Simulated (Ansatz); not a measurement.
# amorphous C: which shell does photoemission see at 21.2 and 150 eV? (LDA, PAW set soft_1)

The valence band of amorphous C mixes several shells. Work out by hand which one leads the spectrum's area at each photon energy.

Filled states come from the projected DOS of Ansatz 0.2.0 (LDA, plane waves); cross sections σ and asymmetry parameters β are those of free atoms in a Dirac–Hartree–Slater calculation. A shell's area is states × σ × angular factor, which is 1 − β·P₂(cos θ)/2 for unpolarised light, with θ = 90° from the beam and P₂ = -0.500.

**At 21.2 eV** (states counted from 11.2 eV below the zero; other shells add 0 to the products' sum of 383):

| shell | filled states a cell | cross section (Mb an electron) | β | angular factor | product | share by hand (%) | share in the simulated spectrum (%) |
| --- | --- | --- | --- | --- | --- | --- | --- |
| C 2s | 11.36 | 0.584 | 2.00 | 1.50 | 9.94 | 3 | 3 |
| C 2p | 102.54 | 2.74 | 1.32 | 1.33 | 373 | 97 | 97 |

**At 150 eV** (states counted from 22.1 eV below the zero; other shells add 0 to the products' sum of 9):

| shell | filled states a cell | cross section (Mb an electron) | β | angular factor | product | share by hand (%) | share in the simulated spectrum (%) |
| --- | --- | --- | --- | --- | --- | --- | --- |
| C 2s | 40.21 | 0.0839 | 2.00 | 1.50 | 5.06 | 56 | 56 |
| C 2p | 126.69 | 0.0236 | 1.29 | 1.32 | 3.94 | 44 | 44 |

C 2p leads at 21.2 eV and C 2s at 150 eV. Between the two energies σ of C 2p changes by a factor 0.0086 and that of C 2s by 0.14, so their ratio moves 17-fold in favour of the second. The simulated spectrum uses the same rule on the energy-resolved DOS, so the two share columns agree within a few points.

Only crystals where the two columns agree within 4 points and the lead is clear are worked in this form. Free-atom cross sections ignore the solid's final states, no escape depth or background enters, and the count of states a shell hangs on the projection.
